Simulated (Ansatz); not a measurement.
# Amorphous Si: valence band and core levels, part 2 of 7

Wanted: XPS lines and valence band of amorphous Si, from a random start taken through short hot and cool dynamics.

Ansatz 0.2.0; DFT, LDA, plane-wave PAW, default files, scalar-relativistic.

So far: Set-up; Relaxation.

## 3. Dynamics at 2800 K

A short run with the thermostat set to 2800 K, starting from rest and too brief to equilibrate, lets the random network rearrange; the cutoff and mesh are cut down, since only a plausible structure is wanted.

File input.yaml:

```yaml
crystal:
  lattice:
    - [8.4978037057, 0.0, 0.0]
    - [0.0, 8.4978037057, 0.0]
    - [0.0, 0.0, 8.4978037057]
  atoms:
    - { symbol: Si, position: [0.2313193348, 0.3884353784, 0.7796427415] }
    - { symbol: Si, position: [0.0944577479, 0.614003876, 0.7061974085] }
    - { symbol: Si, position: [0.1906681946, 0.1161917626, 0.3139492404] }
    - { symbol: Si, position: [0.6147172892, 0.519807605, 0.1015153354] }
    - { symbol: Si, position: [0.4613596125, 0.6700887662, 0.4061012175] }
    - { symbol: Si, position: [0.6202719058, 0.9540299749, 0.6281650473] }
    - { symbol: Si, position: [0.5442408954, 0.3126120541, 0.3921330051] }
    - { symbol: Si, position: [0.3584931412, 0.9342892541, 0.4853542724] }
    - { symbol: Si, position: [0.683901935, 0.0648907157, 0.0827470588] }
    - { symbol: Si, position: [0.2080263144, 0.8673475912, 0.7247157313] }
    - { symbol: Si, position: [0.7391798422, 0.6411570922, 0.3920815755] }
    - { symbol: Si, position: [0.6366389681, 0.4650295544, 0.8105983129] }
    - { symbol: Si, position: [0.8135550039, 0.6130885071, 0.6685377858] }
    - { symbol: Si, position: [0.3762585176, 0.4675611184, 0.2418622036] }
    - { symbol: Si, position: [0.4628473792, 0.8081779817, 0.8114684195] }
    - { symbol: Si, position: [0.1830654819, 0.1485670761, 0.6271049294] }
    - { symbol: Si, position: [0.0050149043, 0.0295158203, 0.8149885454] }
    - { symbol: Si, position: [0.0709590726, 0.395596067, 0.5221224238] }
    - { symbol: Si, position: [0.4749341718, 1.0783169273, 0.2686566534] }
    - { symbol: Si, position: [0.0751897479, 0.2577456067, -0.0335140262] }
    - { symbol: Si, position: [0.6915316967, 0.1567940618, 0.8009244447] }
    - { symbol: Si, position: [0.8965359928, 0.1080543828, 0.2716903017] }
    - { symbol: Si, position: [0.6207583331, 0.7967042991, 0.043439086] }
    - { symbol: Si, position: [0.7899648764, 0.8401851126, 0.8166162491] }
    - { symbol: Si, position: [0.9077992531, 0.3201792743, 0.7440865442] }
    - { symbol: Si, position: [0.427308414, 0.5783715274, 0.6672088147] }
    - { symbol: Si, position: [0.4663619662, 0.2572571888, 0.6612895009] }
    - { symbol: Si, position: [0.7074181, 0.9174873127, 0.3533536758] }
    - { symbol: Si, position: [0.7974327966, 0.3916432279, 0.2758158523] }
    - { symbol: Si, position: [0.1013835189, 0.3778684113, 0.2359930773] }
kpoints:
  mp_grid: { grid: [1, 1, 1] }
scf:
  occupations: { method: fermi_dirac, width: 0.1 }
  n_extra_bands: 21
hamiltonian:
  xc: lda
  pseudopotentials: { kind: paw }
output:
  forces: true
basis:
  ecutwfc: 320
md:
  timestep: 2.5
  n_steps: 150
  ensemble: nvt_langevin
  temperature: 2800
  seed: 0
```

Command:

```console
$ ansatz run input.yaml --threads 4 --pin off --max-ram 8192MiB --backend cpu --events-out ev --progress --plain --runs-dir out
```

Numbers of over 12 decimals in the logs are rounded to 6 here.

Output:

```text
Warning: md: disabling space-group detection — thermal motion breaks the input geometry's symmetry, so no spatial operation reduces the k-mesh or symmetrises the density; time reversal is kept, so that k and −k are solved as one point where they differ and the mesh holds both, and exact exchange and, on two spinor components, a DFT+U term hold to it where the run has them: on two components no moment then forms, and  [...]
[...]
Crystal: 30 atoms, lattice volume = 613.649 Å³
Basis set: ecut = 320 eV, 8025 PW (Γ)
Bands: 81, of which v1, the nominal top of the filled ones, is band 60 counted from 1 (59 counted from 0)
Symmetry: 1 space group operations
k-points: 1
[...]
SCF iter   1: F=—  HF=-18251.582174 eV  |F-HF|=—  |Δ(HF+E_count)|=         —  Δρ=8.20e-3  dr2=8.30e-1  ethr=1.77e-3  ⟨swp⟩=9.0  Hψ=487  notcnv=0
[...]
SCF iter  10: F=-18251.336018 eV  HF=-18251.336018 eV  |F-HF|=5.50e-9  |Δ(HF+E_count)|=   1.38e-8  Δρ=1.37e-6  dr2=2.09e-8  ethr=2.50e-11  ⟨swp⟩=5.0  Hψ=293  notcnv=0
SCF 1 converged in 10 iterations: F = -18251.336018 eV  dr2 = 2.09e-8
[...]
md step     0: t =     0.00 fs  T =     0.0 K  F+E_penalty+E_count = -18251.33601791 eV  E_kin = 0.000000 eV  (10 SCF iters)
[...]
SCF iter   7: F=-18251.332660 eV  HF=-18251.332660 eV  |F-HF|=2.54e-9  |Δ(HF+E_count)|=   2.00e-9  Δρ=7.77e-7  dr2=5.37e-9  ethr=2.50e-11  ⟨swp⟩=4.0  Hψ=266  notcnv=0
SCF 2 converged in 7 iterations: F = -18251.332660 eV  dr2 = 5.37e-9
[...]
md step     1: t =     2.50 fs  T =   145.4 K  F+E_penalty+E_count = -18251.33265995 eV  E_kin = 0.563896 eV  (7 SCF iters)
[...]
SCF iter   8: F=-18251.309013 eV  HF=-18251.309013 eV  |F-HF|=2.83e-9  |Δ(HF+E_count)|=  7.17e-10  Δρ=6.48e-7  dr2=5.00e-9  ethr=2.26e-11  ⟨swp⟩=4.0  Hψ=251  notcnv=0
SCF 3 converged in 8 iterations: F = -18251.309013 eV  dr2 = 5.00e-9
md step     2: t =     5.00 fs  T =   301.7 K  F+E_penalty+E_count = -18251.30901312 eV  E_kin = 1.169905 eV  (8 SCF iters)
[... from here on, the SCF cycles and remarks between the steps are left out ...]
md step     3: t =     7.50 fs  T =   414.5 K  F+E_penalty+E_count = -18251.24458864 eV  E_kin = 1.607192 eV  (8 SCF iters)
md step     4: t =    10.00 fs  T =   470.2 K  F+E_penalty+E_count = -18251.12860667 eV  E_kin = 1.823162 eV  (8 SCF iters)
md step     5: t =    12.50 fs  T =   513.2 K  F+E_penalty+E_count = -18250.96444547 eV  E_kin = 1.989995 eV  (7 SCF iters)
md step     6: t =    15.00 fs  T =   627.4 K  F+E_penalty+E_count = -18250.75522727 eV  E_kin = 2.433097 eV  (7 SCF iters)
md step     7: t =    17.50 fs  T =   694.9 K  F+E_penalty+E_count = -18250.50366408 eV  E_kin = 2.694858 eV  (7 SCF iters)
md step     8: t =    20.00 fs  T =   697.6 K  F+E_penalty+E_count = -18250.24527391 eV  E_kin = 2.704989 eV  (7 SCF iters)
md step     9: t =    22.50 fs  T =   739.9 K  F+E_penalty+E_count = -18250.00013647 eV  E_kin = 2.869300 eV  (7 SCF iters)
md step    10: t =    25.00 fs  T =   928.8 K  F+E_penalty+E_count = -18249.76750066 eV  E_kin = 3.601681 eV  (8 SCF iters)
md step    11: t =    27.50 fs  T =   958.9 K  F+E_penalty+E_count = -18249.52615883 eV  E_kin = 3.718283 eV  (7 SCF iters)
md step    12: t =    30.00 fs  T =   943.6 K  F+E_penalty+E_count = -18249.25854038 eV  E_kin = 3.659125 eV  (7 SCF iters)
md step    13: t =    32.50 fs  T =  1026.3 K  F+E_penalty+E_count = -18248.97904588 eV  E_kin = 3.979637 eV  (6 SCF iters)
md step    14: t =    35.00 fs  T =   971.0 K  F+E_penalty+E_count = -18248.70902244 eV  E_kin = 3.765487 eV  (7 SCF iters)
md step    15: t =    37.50 fs  T =  1082.8 K  F+E_penalty+E_count = -18248.44364556 eV  E_kin = 4.198833 eV  (7 SCF iters)
md step    16: t =    40.00 fs  T =  1105.8 K  F+E_penalty+E_count = -18248.16386905 eV  E_kin = 4.288150 eV  (7 SCF iters)
md step    17: t =    42.50 fs  T =  1223.3 K  F+E_penalty+E_count = -18247.90000856 eV  E_kin = 4.743604 eV  (7 SCF iters)
md step    18: t =    45.00 fs  T =  1253.6 K  F+E_penalty+E_count = -18247.69040678 eV  E_kin = 4.861274 eV  (7 SCF iters)
md step    19: t =    47.50 fs  T =  1229.9 K  F+E_penalty+E_count = -18247.53989252 eV  E_kin = 4.769180 eV  (7 SCF iters)
md step    20: t =    50.00 fs  T =  1167.6 K  F+E_penalty+E_count = -18247.41155447 eV  E_kin = 4.527863 eV  (9 SCF iters)
md step    21: t =    52.50 fs  T =  1160.9 K  F+E_penalty+E_count = -18247.31047252 eV  E_kin = 4.501714 eV  (7 SCF iters)
md step    22: t =    55.00 fs  T =  1269.4 K  F+E_penalty+E_count = -18247.24175470 eV  E_kin = 4.922617 eV  (8 SCF iters)
md step    23: t =    57.50 fs  T =  1221.2 K  F+E_penalty+E_count = -18247.18009301 eV  E_kin = 4.735559 eV  (8 SCF iters)
md step    24: t =    60.00 fs  T =  1132.1 K  F+E_penalty+E_count = -18247.14321198 eV  E_kin = 4.389893 eV  (7 SCF iters)
md step    25: t =    62.50 fs  T =  1163.4 K  F+E_penalty+E_count = -18247.15227571 eV  E_kin = 4.511409 eV  (7 SCF iters)
md step    26: t =    65.00 fs  T =  1099.6 K  F+E_penalty+E_count = -18247.16603500 eV  E_kin = 4.263969 eV  (7 SCF iters)
md step    27: t =    67.50 fs  T =  1099.7 K  F+E_penalty+E_count = -18247.15355652 eV  E_kin = 4.264300 eV  (7 SCF iters)
md step    28: t =    70.00 fs  T =  1171.3 K  F+E_penalty+E_count = -18247.10253453 eV  E_kin = 4.542210 eV  (7 SCF iters)
md step    29: t =    72.50 fs  T =  1163.4 K  F+E_penalty+E_count = -18247.03746696 eV  E_kin = 4.511259 eV  (7 SCF iters)
md step    30: t =    75.00 fs  T =  1152.7 K  F+E_penalty+E_count = -18246.97424944 eV  E_kin = 4.470072 eV  (8 SCF iters)
md step    31: t =    77.50 fs  T =  1264.3 K  F+E_penalty+E_count = -18246.91896762 eV  E_kin = 4.902519 eV  (7 SCF iters)
md step    32: t =    80.00 fs  T =  1257.4 K  F+E_penalty+E_count = -18246.88490695 eV  E_kin = 4.875905 eV  (6 SCF iters)
md step    33: t =    82.50 fs  T =  1435.4 K  F+E_penalty+E_count = -18246.90782496 eV  E_kin = 5.566024 eV  (6 SCF iters)
md step    34: t =    85.00 fs  T =  1339.5 K  F+E_penalty+E_count = -18246.93921687 eV  E_kin = 5.194458 eV  (6 SCF iters)
md step    35: t =    87.50 fs  T =  1487.4 K  F+E_penalty+E_count = -18246.89389662 eV  E_kin = 5.767885 eV  (7 SCF iters)
md step    36: t =    90.00 fs  T =  1457.9 K  F+E_penalty+E_count = -18246.75524294 eV  E_kin = 5.653426 eV  (6 SCF iters)
md step    37: t =    92.50 fs  T =  1494.6 K  F+E_penalty+E_count = -18246.58993703 eV  E_kin = 5.795852 eV  (7 SCF iters)
md step    38: t =    95.00 fs  T =  1684.9 K  F+E_penalty+E_count = -18246.49335117 eV  E_kin = 6.533744 eV  (7 SCF iters)
md step    39: t =    97.50 fs  T =  1811.1 K  F+E_penalty+E_count = -18246.47065664 eV  E_kin = 7.023084 eV  (7 SCF iters)
[...]
md step    64: t =   160.00 fs  T =  2129.0 K  F+E_penalty+E_count = -18242.79581403 eV  E_kin = 8.255955 eV  (7 SCF iters)
md step    65: t =   162.50 fs  T =  2306.1 K  F+E_penalty+E_count = -18242.76739040 eV  E_kin = 8.942703 eV  (7 SCF iters)
md step    66: t =   165.00 fs  T =  2313.4 K  F+E_penalty+E_count = -18242.60652811 eV  E_kin = 8.970985 eV  (7 SCF iters)
md step    67: t =   167.50 fs  T =  2236.0 K  F+E_penalty+E_count = -18242.25842039 eV  E_kin = 8.670908 eV  (7 SCF iters)
md step    68: t =   170.00 fs  T =  2099.5 K  F+E_penalty+E_count = -18241.82306374 eV  E_kin = 8.141517 eV  (7 SCF iters)
md step    69: t =   172.50 fs  T =  2097.1 K  F+E_penalty+E_count = -18241.50808737 eV  E_kin = 8.132299 eV  (6 SCF iters)
md step    70: t =   175.00 fs  T =  2221.1 K  F+E_penalty+E_count = -18241.51019699 eV  E_kin = 8.613036 eV  (8 SCF iters)
md step    71: t =   177.50 fs  T =  2238.8 K  F+E_penalty+E_count = -18241.82012949 eV  E_kin = 8.681434 eV  (7 SCF iters)
md step    72: t =   180.00 fs  T =  2351.1 K  F+E_penalty+E_count = -18242.30866362 eV  E_kin = 9.117065 eV  (7 SCF iters)
md step    73: t =   182.50 fs  T =  2545.0 K  F+E_penalty+E_count = -18242.76445492 eV  E_kin = 9.868987 eV  (7 SCF iters)
md step    74: t =   185.00 fs  T =  2438.3 K  F+E_penalty+E_count = -18242.92013398 eV  E_kin = 9.455328 eV  (7 SCF iters)
md step    75: t =   187.50 fs  T =  2292.1 K  F+E_penalty+E_count = -18242.67371576 eV  E_kin = 8.888421 eV  (7 SCF iters)
SCF iter   1: F=—  HF=-18242.164147 eV  |F-HF|=—  |Δ(HF+E_count)|=         —  Δρ=5.27e-4  dr2=3.19e-3  ethr=1.72e-5  ⟨swp⟩=6.0  Hψ=257  notcnv=0
[...]
SCF iter   7: F=-18242.163332 eV  HF=-18242.163332 eV  |F-HF|=4.78e-9  |Δ(HF+E_count)|=   1.87e-9  Δρ=8.64e-7  dr2=8.47e-9  ethr=2.50e-11  ⟨swp⟩=5.0  Hψ=273  notcnv=0
SCF 77 converged in 7 iterations: F = -18242.163332 eV  dr2 = 8.47e-9
[...]
md step    76: t =   190.00 fs  T =  2186.5
```

It took 2.5 min on 4 threads of Intel Xeon at 2.80GHz (Skylake/Cascade Lake), shared host; peak memory 0.43 GiB.

In the SCF lines HF is the Harris–Foulkes energy and dr2 the Hartree energy of the density residual, in eV; the loop may stop once dr2 is under the threshold and the program's other checks hold. Hψ counts applications of the Hamiltonian.

Rows from the run:

```
time (fs)  T (K)  potential (meV/atom)
      0.0      0                   0.0
     25.0    929                  52.3
     50.0   1168                 130.8
     75.0   1153                 145.4
    100.0   1929                 163.6
    125.0   2141                 227.2
    150.0   2298                 265.3
    175.0   2221                 327.5
    200.0   2155                 353.7
    225.0   2284                 296.7
    250.0   2113                 278.5
    275.0   2504                 304.0
    300.0   2451                 340.0
    325.0   2889                 270.0
    350.0   2600                 288.7
    375.0   1946                 304.7
```

Mean square displacement at the end: Si 2.3 Å².

Positions (Å) and forces (eV/Å) at 375.0 fs:

```xyz
30
Lattice="8.498 0.000 0.000 0.000 8.498 0.000 0.000 0.000 8.498" Properties=species:S:1:pos:R:3:forces:R:3 pbc="T T T"
Si    3.817    2.432    6.819   -0.561   -0.024    0.794
Si    1.288    5.799    5.506   -0.131   -1.357   -0.410
Si    2.059    1.614    2.012   -1.571   -0.652    0.273
Si    5.402    5.065    1.175    0.485   -0.498   -0.348
Si    4.531    6.339    3.077    0.661   -0.111   -0.006
Si    5.139    8.971    3.711   -0.789    0.762   -0.550
Si    6.336    4.483    3.486    0.024    0.054    0.645
Si    4.074    8.744    1.740    0.477   -0.252   -1.028
Si    6.190    1.015   -1.046   -1.941   -1.316    0.553
Si    2.865    7.502    5.466    0.660    0.422    0.194
Si    7.205    6.846    4.245    0.689   -2.946   -1.496
Si    3.385    5.200    6.628    0.645   -1.518   -0.787
Si    6.870    5.171    7.380   -1.089    0.698   -0.202
Si    3.548    3.346    1.843    0.245    2.286   -0.331
Si    5.439    6.361    5.821   -0.487    0.304    0.081
Si    3.151    1.491    4.675   -0.603    0.337    0.773
Si    0.189    1.743    4.605    0.241   -0.531    2.637
Si    0.049    3.441    2.965    1.729    2.940    1.827
Si    5.487   10.804    2.217    0.630   -0.512   -0.271
Si    1.111    3.440   -1.681    0.448   -0.357   -0.102
Si    6.576    0.108    5.311   -0.175    1.932    2.829
Si    8.068    1.339    2.391   -0.073   -2.617   -1.546
Si    5.691    7.526    0.318   -1.406   -0.416   -2.784
Si    8.717    7.716    6.005    0.106    1.347   -0.304
Si    7.222    2.890    6.981    1.157    1.459   -1.435
Si    2.054    3.676    4.592    0.016   -0.196   -0.042
Si    5.322    3.584    5.542    1.006    0.726   -0.118
Si    6.819    7.776    2.070    1.521    0.656    3.098
Si    7.444    3.272    1.066   -1.414    0.171   -1.976
Si    1.562    3.689    0.774   -0.500   -0.790    0.031
```

From the last frames. The pair distribution g(r), Si–Si by r; read off at these points:

```
r (Å)  pair distribution g(r), Si–Si
 0.04                              0
 0.26                              0
 0.41                              0
 0.63                              0
 0.86                              0
 1.08                              0
 1.23                              0
 1.45                              0
 1.67                              0
 1.90                              0
 2.04                          0.218
 2.27                           1.28
 2.42                           3.47
 2.49                           2.44
 2.64                           1.86
 2.86                           1.31
 3.09                          0.517
 3.16                           1.08
 3.31                          0.866
 3.46                          0.656
 3.68                          0.875
 3.90                          0.934
 3.98                           1.14
 4.05                          0.822
 4.20                           1.15
 4.28                          0.968
 4.50                          0.919
 4.72                           1.14
 4.87                          0.984
 5.09                          0.984
 5.24                           1.28
 5.32                          0.981
 5.54                           1.02
 5.69                          0.789
 5.91                           1.11
```

Beyond half the shortest lattice vector, 4.2 Å, g(r) counts periodic images.

Numbers from this step:

```
free energy             : -18242.1939 eV
energy at zero smearing : -18241.9826 eV
smearing term TS        : 0.4225 eV
Fermi energy            : 5.681 eV
gap by band count       : 0.2129 eV
```

(Part 2 of 7 ends here.)

[Logs are printed without paths, hosts, clocks, repeated set-up lines and the standing remarks that a program may print on its own settings, such as how far it seeks lower states.]

[Hosts, paths, dates, database ids (printed as entryN), source tags and the programs' standing remarks are cut or masked in the printed files.]

[Maps of the electrostatic potential energy from Ansatz leave out the sawtooth potential of an applied field or a dipole correction, so their vacuum need not be flat; work functions include it.]
